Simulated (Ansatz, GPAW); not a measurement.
# A 13-layer slab of Mo(111): work function by functional and basis, part 2 of 3

How far do functional and basis move the work function of a 13-layer slab of Mo(111)?

GPAW 26.7.0 and Ansatz 0.2.0; Ansatz plane waves; slab in vacuum with a dipole correction, relaxation (the session's first sound run).

So far, upper work function (eV): step 2 (relaxing the atoms) 3.94.

**3. The slab's potential**

With the geometry fixed, the planar mean of the potential gives the vacuum level on each side.

This step: GPAW, PAW setups; slab in vacuum (GPAW 26.7.0).

run.py reads:

```python
import json
import numpy as np
from ase import Atoms
from gpaw import GPAW, PW

slab = Atoms(
    ['Mo', 'Mo', 'Mo', 'Mo', 'Mo', 'Mo', 'Mo', 'Mo', 'Mo', 'Mo', 'Mo', 'Mo', 'Mo'],
    positions=[
        [0.00000, 0.00000, 7.00000],
        [2.22739, 1.28598, 7.90933],
        [4.45477, 2.57196, 8.81865],
        [0.00000, 0.00000, 9.72798],
        [2.22739, 1.28598, 10.63731],
        [4.45477, 2.57196, 11.54663],
        [0.00000, -0.00000, 12.47968],
        [2.22739, 1.28598, 13.39584],
        [4.45477, 2.57196, 14.34711],
        [0.00000, -0.00000, 15.22757],
        [2.22739, 1.28598, 16.25338],
        [4.45477, 2.57196, 16.98008],
        [-0.00000, 0.00000, 17.70801]],
    cell=[[4.45477, 0.0, 0.0], [2.22739, 3.85795, 0.0], [0.0, 0.0, 24.91192]],
    pbc=[True, True, False])

slab.calc = GPAW(mode=PW(400), xc='PBE', kpts={'size': (8, 8, 1), 'gamma': True},
                 occupations={'name': 'fermi-dirac', 'width': 0.1}, nbands='160%',
                 convergence={'density': 1e-05}, maxiter=200,
                 poissonsolver={'dipolelayer': 'xy'},
                 symmetry={'tolerance': 1e-3}, txt='slab.txt')
result = {}
energy = slab.get_potential_energy()
fermi = slab.calc.get_fermi_level()
v = slab.calc.get_electrostatic_potential().mean((0, 1)) - fermi
n = slab.calc.get_pseudo_density().mean((0, 1))
L = slab.cell[2, 2]
z = np.arange(len(v)) * L / len(v)
low, high = slab.positions[:, 2].min(), slab.positions[:, 2].max()
below, above = np.interp([low - 4.8, high + 4.8], z, v)
slopes = [np.interp(x, z, np.gradient(v, z)) for x in (low - 4.8, high + 4.8)]
eps = np.array([[slab.calc.get_eigenvalues(k, s) for k in range(len(slab.calc.get_ibz_k_points()))]
                for s in range(slab.calc.get_number_of_spins())]) - fermi
top, bottom = eps[eps < 0].max(), eps[eps > 0].min()
dipole = slab.get_dipole_moment()[2]
print(f'energy {energy:.4f} eV, Fermi level {fermi:.4f} eV, dipole {dipole:.5f} e A')
print(f'potential 4.8 A off the faces, from the Fermi level: lower {below:.4f} eV, upper {above:.4f} eV')
print(f'slope of the potential there: lower {slopes[0]:.5f}, upper {slopes[1]:.5f} eV/A')
print(f'nearest levels on the mesh: {top:.4f} and {bottom:.4f} eV')
print('magnetic moment', round(slab.get_magnetic_moment(), 3))
result.update(energy=energy, fermi=fermi, dipole=dipole, below=below, above=above, slopes=slopes, edges=[top, bottom],
              z=z.tolist(), v=v.tolist(), n=n.tolist(), positions=slab.positions.tolist(),
              forces=slab.get_forces(apply_constraint=False).tolist(), moments=slab.get_magnetic_moments().tolist())
json.dump(result, open('result.json', 'w'))
```

Started as:

```console
$ OMP_NUM_THREADS=1 OPENBLAS_NUM_THREADS=1 python run.py
```

Log:

```text
energy -139.3133 eV, Fermi level 4.4452 eV, dipole -0.02601 e A
potential 4.8 A off the faces, from the Fermi level: lower 3.6630 eV, upper 3.9369 eV
slope of the potential there: lower -0.00146, upper 0.00104 eV/A
nearest levels on the mesh: -0.0373 and 0.0072 eV
magnetic moment 0.0
```

Wall time 30 min (1 thread of Arm Neoverse N1, shared host); peak memory 0.49 GiB.

Numbers from this step:

```
dipole along the normal                    : -0.02601 e·Å
levels nearest the Fermi level on the mesh : -0.03735, 0.007214 eV from the Fermi level
upper work function                        : 3.937 eV
lower work function                        : 3.663 eV
```

Electrostatic potential energy of an electron (without an applied field's), less the Fermi level, planar mean against z:

| z (Å) | electrostatic potential energy of an electron (without an applied field's), less the Fermi level, planar mean (eV) |
| --- | --- |
| 0.0 | 3.80 |
| 0.5 | 3.66 |
| 1.0 | 3.66 |
| 1.5 | 3.66 |
| 2.0 | 3.66 |
| 2.5 | 3.66 |
| 3.0 | 3.66 |
| 3.5 | 3.65 |
| 4.0 | 3.63 |
| 4.5 | 3.57 |
| 5.0 | 3.40 |
| 5.5 | 2.88 |
| 6.0 | 1.26 |
| 6.5 | -3.99 |
| 7.0 | -11.5 |
| 7.5 | -12.2 |
| 8.0 | -13.8 |
| 8.5 | -13.0 |
| 9.0 | -13.7 |
| 9.5 | -13.5 |
| 10.0 | -13.3 |
| 10.5 | -13.9 |
| 11.0 | -12.9 |
| 11.5 | -14.0 |
| 12.0 | -12.4 |
| 12.5 | -13.9 |
| 13.0 | -12.7 |
| 13.5 | -13.6 |
| 14.0 | -12.4 |
| 14.5 | -13.9 |
| 15.0 | -13.5 |
| 15.5 | -12.1 |
| 16.0 | -12.9 |
| 16.5 | -16.1 |
| 17.0 | -17.0 |
| 17.5 | -15.2 |
| 18.0 | -8.49 |
| 18.5 | -0.335 |
| 19.0 | 2.61 |
| 19.5 | 3.51 |
| 20.0 | 3.80 |
| 20.5 | 3.89 |
| 21.0 | 3.92 |
| 21.5 | 3.93 |
| 22.0 | 3.94 |
| 22.5 | 3.94 |
| 23.0 | 3.94 |
| 23.5 | 3.94 |
| 24.0 | 3.94 |
| 24.5 | 3.94 |

The pseudo valence density, planar mean oscillates, so the rows of the table below give means over windows of 0.5 Å about each position, cut where the curve ends. Its maxima inside the range that stand out by 2 % of the span (Å: e/Å³): 7.06: 0.938, 7.89: 1.03, 8.72: 1.00, 9.76: 1.04, 10.59: 1.03, 11.63: 1.01, 12.46: 1.03, 13.49: 0.990, 14.32: 1.03, 15.15: 1.01, 16.40: 1.06, 17.02: 1.14, 17.65: 1.02. Its minima: 7.47: 0.725, 8.30: 0.769, 9.34: 0.771, 10.17: 0.756, 11.00: 0.779, 12.04: 0.732, 12.87: 0.758, 13.91: 0.717, 14.74: 0.783, 15.78: 0.664, 16.61: 1.00, 17.44: 0.968.

The pseudo valence density, planar mean by z; means over each step:

z (Å), pseudo valence density, planar mean (e/Å³) and a bar:
```
      3.0       0.00 
      3.5       0.00 
      4.0       0.00 
      4.5       0.00 
      5.0       0.01 
      5.5       0.02 #
      6.0       0.09 ##
      6.5       0.38 ##########
      7.0       0.83 #######################
      7.5       0.81 ######################
      8.0       0.93 ##########################
      8.5       0.86 ########################
      9.0       0.91 #########################
      9.5       0.90 #########################
     10.0       0.88 ########################
     10.5       0.93 ##########################
     11.0       0.85 #######################
     11.5       0.94 ##########################
     12.0       0.81 ######################
     12.5       0.94 ##########################
     13.0       0.83 #######################
     13.5       0.92 #########################
     14.0       0.82 #######################
     14.5       0.92 #########################
     15.0       0.89 #########################
     15.5       0.82 #######################
     16.0       0.86 ########################
     16.5       1.05 #############################
     17.0       1.09 ##############################
     17.5       0.98 ###########################
     18.0       0.65 ##################
     18.5       0.17 #####
     19.0       0.04 #
     19.5       0.01 
     20.0       0.00 
     20.5       0.00 
     21.0       0.00 
     21.5       0.00 
     22.0       0.00
```

Force by atom:

```
atom  x (eV/Å)  y (eV/Å)  z (eV/Å)  size
 Mo1      0.00      0.00      1.94  1.94
 Mo2      0.00      0.00     -0.03  0.03
 Mo3      0.00      0.00     -0.80  0.80
 Mo4      0.00      0.00     -0.90  0.90
 Mo5      0.00      0.00     -0.17  0.17
 Mo6      0.00      0.00     -0.02  0.02
 Mo7      0.00      0.00     -0.01  0.01
 Mo8      0.00      0.00      0.01  0.01
 Mo9      0.00      0.00     -0.01  0.01
Mo10      0.00      0.00     -0.04  0.04
Mo11      0.00      0.00      0.00  0.00
Mo12      0.00      0.00     -0.02  0.02
Mo13      0.00      0.00      0.04  0.04
```

The potential is flat to 0.001 eV/Å where it is read, so the vacuum is wide enough. The geometry is the other program's minimum; here the largest force on a free atom is 0.044 eV/Å.

**4. Self-consistent run: xc = "RPBE"**

The same geometry under RPBE, to see how far the functional moves the levels against the vacuum.

Edit run.py of step 3 so:

```diff
@@ -24,3 +24,3 @@
 
-slab.calc = GPAW(mode=PW(400), xc='PBE', kpts={'size': (8, 8, 1), 'gamma': True},
+slab.calc = GPAW(mode=PW(400), xc='RPBE', kpts={'size': (8, 8, 1), 'gamma': True},
                  occupations={'name': 'fermi-dirac', 'width': 0.1}, nbands='160%',
```

Log:

```text
energy -132.3195 eV, Fermi level 4.5584 eV, dipole -0.02703 e A
potential 4.8 A off the faces, from the Fermi level: lower 3.5024 eV, upper 3.7870 eV
slope of the potential there: lower -0.00176, upper 0.00126 eV/A
nearest levels on the mesh: -0.0367 and 0.0064 eV
magnetic moment 0.0
```

Wall time 28 min (1 thread); peak memory 0.5 GiB.

This step gave:

- dipole along the normal: -0.02703 e·Å
- levels nearest the Fermi level on the mesh: -0.03668, 0.006403 eV from the Fermi level
- upper work function: 3.787 eV
- lower work function: 3.502 eV

The electrostatic potential energy of an electron (without an applied field's), less the Fermi level, planar mean oscillates, so the rows of the table below give means over windows of 1 Å about each position, cut where the curve ends. Its maxima inside the range that stand out by 2 % of the span (Å: eV): 8.3: -12.8, 9.2: -12.9, 10.2: -12.9, 11.1: -12.9, 12.0: -12.4, 13.0: -12.7, 13.9: -12.2, 14.8: -13.2, 15.7: -11.3. Its minima: 7.9: -13.9, 8.8: -14.3, 9.8: -14.2, 10.6: -14.2, 11.5: -14.1, 12.5: -14.0, 13.4: -13.9, 14.4: -14.2, 15.2: -13.9, 16.9: -17.1.

Table of electrostatic potential energy of an electron (without an applied field's), less the Fermi level, planar mean by z; means over each step:

z (Å), electrostatic potential energy of an electron (without an applied field's), less the Fermi level, planar mean (eV) and a bar from the least value:
```
        0        3.6 ##############################
        1        3.5 ##############################
        2        3.5 ##############################
        3        3.5 ##############################
        4        3.5 ##############################
        5        3.2 #############################
        6        0.5 #########################
        7      -10.1 #########
        8      -13.2 #####
        9      -13.6 ####
       10      -13.6 ####
       11      -13.6 ####
       12      -13.3 #####
       13      -13.3 #####
       14      -13.2 #####
       15      -13.4 #####
       16      -13.4 #####
       17      -16.5 
       18       -8.3 ############
       19        2.1 ############################
       20        3.6 ##############################
       21        3.8 ##############################
       22        3.8 ##############################
       23        3.8 ##############################
       24        3.8 ##############################
```

The pseudo valence density, planar mean oscillates, so the rows of the table below give means over windows of 0.5 Å about each position, cut where the curve ends. Its maxima inside the range that stand out by 2 % of the span (Å: e/Å³): 7.06: 0.938, 7.89: 1.03, 8.72: 1.00, 9.76: 1.03, 10.59: 1.03, 11.63: 1.01, 12.46: 1.03, 13.49: 0.990, 14.32: 1.03, 15.15: 1.01, 16.40: 1.07, 17.02: 1.14, 17.65: 1.03. Its minima: 7.47: 0.725, 8.30: 0.770, 9.34: 0.771, 10.17: 0.756, 11.00: 0.779, 12.04: 0.732, 12.87: 0.758, 13.91: 0.717, 14.74: 0.783, 15.78: 0.664, 16.61: 1.00, 17.44: 0.968.

The pseudo valence density, planar mean by z; means over each step:

| z (Å) | pseudo valence density, planar mean (e/Å³) |
| --- | --- |
| 3.0 | 1.1e-4 |
| 3.5 | 3.0e-4 |
| 4.0 | 8.8e-4 |
| 4.5 | 0.00242 |
| 5.0 | 0.00742 |
| 5.5 | 0.0233 |
| 6.0 | 0.0867 |
| 6.5 | 0.381 |
| 7.0 | 0.833 |
| 7.5 | 0.809 |
| 8.0 | 0.933 |
| 8.5 | 0.862 |
| 9.0 | 0.910 |
| 9.5 | 0.898 |
| 10.0 | 0.880 |
| 10.5 | 0.927 |
| 11.0 | 0.848 |
| 11.5 | 0.939 |
| 12.0 | 0.813 |
| 12.5 | 0.943 |
| 13.0 | 0.834 |
| 13.5 | 0.920 |
| 14.0 | 0.825 |
| 14.5 | 0.923 |
| 15.0 | 0.894 |
| 15.5 | 0.823 |
| 16.0 | 0.864 |
| 16.5 | 1.05 |
| 17.0 | 1.09 |
| 17.5 | 0.985 |
| 18.0 | 0.648 |
| 18.5 | 0.169 |
| 19.0 | 0.0440 |
| 19.5 | 0.0132 |
| 20.0 | 0.00410 |
| 20.5 | 0.00140 |
| 21.0 | 4.5e-4 |
| 21.5 | 1.6e-4 |
| 22.0 | 5.1e-5 |

Force by atom:

```csv
atom,x (eV/Å),y (eV/Å),z (eV/Å),size
Mo1,0.00,0.00,1.68,1.68
Mo2,0.00,0.00,-0.13,0.13
Mo3,0.00,0.00,-0.85,0.85
Mo4,0.00,0.00,-0.90,0.90
Mo5,0.00,0.00,-0.16,0.16
Mo6,0.00,0.00,-0.01,0.01
Mo7,0.00,0.00,-0.01,0.01
Mo8,0.00,0.00,0.02,0.02
Mo9,0.00,0.00,-0.03,0.03
Mo10,0.00,0.00,-0.09,0.09
Mo11,0.00,0.00,0.02,0.02
Mo12,0.00,0.00,0.10,0.10
Mo13,0.00,0.00,0.35,0.35
```

The upper face's work function is 3.787 eV, against 3.937 eV in the first plane-wave PBE run at this geometry.

**5. OptPBE vdW: xc = "optPBE-vdW"**

The same geometry under optPBE-vdW, to see how far the functional moves the levels against the vacuum (the van der Waals functionals take revPBE setups).

Edit run.py of step 4 so:

```diff
@@ -24,3 +24,3 @@
 
-slab.calc = GPAW(mode=PW(400), xc='RPBE', kpts={'size': (8, 8, 1), 'gamma': True},
+slab.calc = GPAW(mode=PW(400), xc='optPBE-vdW', kpts={'size': (8, 8, 1), 'gamma': True},
                  occupations={'name': 'fermi-dirac', 'width': 0.1}, nbands='160%',
```

Log:

```text
energy -313.9014 eV, Fermi level 4.3304 eV, dipole -0.02243 e A
potential 4.8 A off the faces, from the Fermi level: lower 3.9154 eV, upper 4.1518 eV
slope of the potential there: lower -0.00268, upper 0.00191 eV/A
nearest levels on the mesh: -0.0290 and 0.0105 eV
magnetic moment 0.0
```

It took 29 min on 1 thread; peak memory 0.73 GiB.

Numbers from this step:

```yaml
dipole_along_the_normal: -0.02243 e·Å
levels_nearest_the_fermi_level_on_the_mesh: -0.02904, 0.01050 eV from the Fermi level
upper_work_function: 4.152 eV
lower_work_function: 3.915 eV
```

The upper face's work function is 4.152 eV, against 3.937 eV in the first plane-wave PBE run at this geometry.

**6. Self-consistent run: xc = "vdW-DF2"**

The same geometry under vdW-DF2, to see how far the functional moves the levels against the vacuum (the van der Waals functionals take revPBE setups).

Edit run.py of step 5 so:

```diff
@@ -24,3 +24,3 @@
 
-slab.calc = GPAW(mode=PW(400), xc='optPBE-vdW', kpts={'size': (8, 8, 1), 'gamma': True},
+slab.calc = GPAW(mode=PW(400), xc='vdW-DF2', kpts={'size': (8, 8, 1), 'gamma': True},
                  occupations={'name': 'fermi-dirac', 'width': 0.1}, nbands='160%',
```

Log:

```text
energy -1201.2727 eV, Fermi level 4.3499 eV, dipole -0.01648 e A
potential 4.8 A off the faces, from the Fermi level: lower 4.1414 eV, upper 4.3150 eV
slope of the potential there: lower -0.00241, upper 0.00181 eV/A
nearest levels on the mesh: -0.0209 and 0.0121 eV
magnetic moment 0.0
```

Run time: 30 min. Hardware: 1 thread; peak memory 0.73 GiB.

This step gave:

| Quantity | Value |
| --- | --- |
| dipole along the normal | -0.01648 e·Å |
| levels nearest the Fermi level on the mesh | -0.02094, 0.01206 eV from the Fermi level |
| upper work function | 4.315 eV |
| lower work function | 4.141 eV |

The upper face's work function is 4.315 eV, against 3.937 eV in the first plane-wave PBE run at this geometry.

**7. Self-consistent run: xc = "revPBE"**

The same geometry under revPBE, to see how far the functional moves the levels against the vacuum.

Edit run.py of step 6 so:

```diff
@@ -24,3 +24,3 @@
 
-slab.calc = GPAW(mode=PW(400), xc='vdW-DF2', kpts={'size': (8, 8, 1), 'gamma': True},
+slab.calc = GPAW(mode=PW(400), xc='revPBE', kpts={'size': (8, 8, 1), 'gamma': True},
                  occupations={'name': 'fermi-dirac', 'width': 0.1}, nbands='160%',
```

Log:

```text
energy -133.7875 eV, Fermi level 4.5384 eV, dipole -0.02716 e A
potential 4.8 A off the faces, from the Fermi level: lower 3.5178 eV, upper 3.8037 eV
slope of the potential there: lower -0.00162, upper 0.00117 eV/A
nearest levels on the mesh: -0.0371 and 0.0063 eV
magnetic moment 0.0
```

Wall time 27 min (1 thread); peak memory 0.5 GiB.

This step gave:

- dipole along the normal: -0.02716 e·Å
- levels nearest the Fermi level on the mesh: -0.03711, 0.006317 eV from the Fermi level
- upper work function: 3.804 eV
- lower work function: 3.518 eV

The electrostatic potential energy of an electron (without an applied field's), less the Fermi level, planar mean oscillates, so the rows of the table below give means over windows of 0.5 Å about each position, cut where the curve ends. Its maxima inside the range that stand out by 2 % of the span (Å: eV): 8.30: -12.7, 9.24: -12.9, 10.17: -12.9, 11.11: -12.8, 12.04: -12.4, 12.97: -12.6, 13.91: -12.2, 14.84: -13.2, 15.67: -11.3. Its minima: 7.89: -13.9, 8.82: -14.2, 9.76: -14.2, 10.59: -14.2, 11.52: -14.1, 12.46: -14.0, 13.39: -13.9, 14.43: -14.1, 15.15: -13.8, 16.92: -17.1.

Table of electrostatic potential energy of an electron (without an applied field's), less the Fermi level, planar mean by z; means over each step:

z (Å), electrostatic potential energy of an electron (without an applied field's), less the Fermi level, planar mean (eV) and a bar from the least value:
```
      0.0        3.6 ##############################
      0.5        3.5 ##############################
      1.0        3.5 ##############################
      1.5        3.5 ##############################
      2.0        3.5 ##############################
      2.5        3.5 ##############################
      3.0        3.5 ##############################
      3.5        3.5 ##############################
      4.0        3.5 ##############################
      4.5        3.4 #############################
      5.0        3.2 #############################
      5.5        2.7 ############################
      6.0        1.0 ##########################
      6.5       -4.2 ##################
      7.0      -11.1 ########
      7.5      -12.4 ######
      8.0      -13.5 #####
      8.5      -13.2 #####
      9.0      -13.7 #####
      9.5      -13.6 #####
     10.0      -13.5 #####
     10.5      -13.8 ####
     11.0      -13.2 #####
     11.5      -13.7 #####
     12.0      -12.8 ######
     12.5      -13.7 #####
     13.0      -13.0 ######
     13.5      -13.4 #####
     14.0      -12.8 ######
     14.5      -13.8 ####
     15.0      -13.5 #####
     15.5      -12.3 #######
     16.0      -13.1 #####
     16.5      -16.1 #
     17.0      -16.8 
     17.5      -15.0 ###
     18.0       -8.5 ############
     18.5       -0.7 #######################
     19.0        2.4 ############################
     19.5        3.4 #############################
     20.0        3.7 ##############################
     20.5        3.8 ##############################
     21.0        3.8 ##############################
     21.5        3.8 ##############################
     22.0        3.8 ##############################
     22.5        3.8 ##############################
     23.0        3.8 ##############################
     23.5        3.8 ##############################
     24.0        3.8 ##############################
     24.5        3.8 ##############################
```

The upper face's work function is 3.804 eV, against 3.937 eV in the first plane-wave PBE run at this geometry.

**8. Self-consistent run: xc = "LDA"**

The same geometry under LDA, to see how far the functional moves the levels against the vacuum.

Edit run.py of step 7 so:

```diff
@@ -24,3 +24,3 @@
 
-slab.calc = GPAW(mode=PW(400), xc='revPBE', kpts={'size': (8, 8, 1), 'gamma': True},
+slab.calc = GPAW(mode=PW(400), xc='LDA', kpts={'size': (8, 8, 1), 'gamma': True},
                  occupations={'name': 'fermi-dirac', 'width': 0.1}, nbands='160%',
```

Log:

```text
energy -154.2859 eV, Fermi level 4.1618 eV, dipole -0.02551 e A
potential 4.8 A off the faces, from the Fermi level: lower 3.9649 eV, upper 4.2335 eV
slope of the potential there: lower -0.00116, upper 0.00085 eV/A
nearest levels on the mesh: -0.0405 and 0.0041 eV
magnetic moment 0.0
```

Wall time 26 min (1 thread); peak memory 0.5 GiB.

Numbers from this step:

```yaml
dipole_along_the_normal: -0.02551 e·Å
levels_nearest_the_fermi_level_on_the_mesh: -0.04049, 0.004130 eV from the Fermi level
upper_work_function: 4.233 eV
lower_work_function: 3.965 eV
```

The upper face's work function is 4.233 eV, against 3.937 eV in the first plane-wave PBE run at this geometry.

(Part 2 of 3 ends here.)

[Logs are printed without paths, hosts, clocks, repeated set-up lines and the standing remarks that a program may print on its own settings, such as how far it seeks lower states.]

[Hosts, paths, dates, database ids (printed as entryN), source tags and the programs' standing remarks are cut or masked in the printed files.]
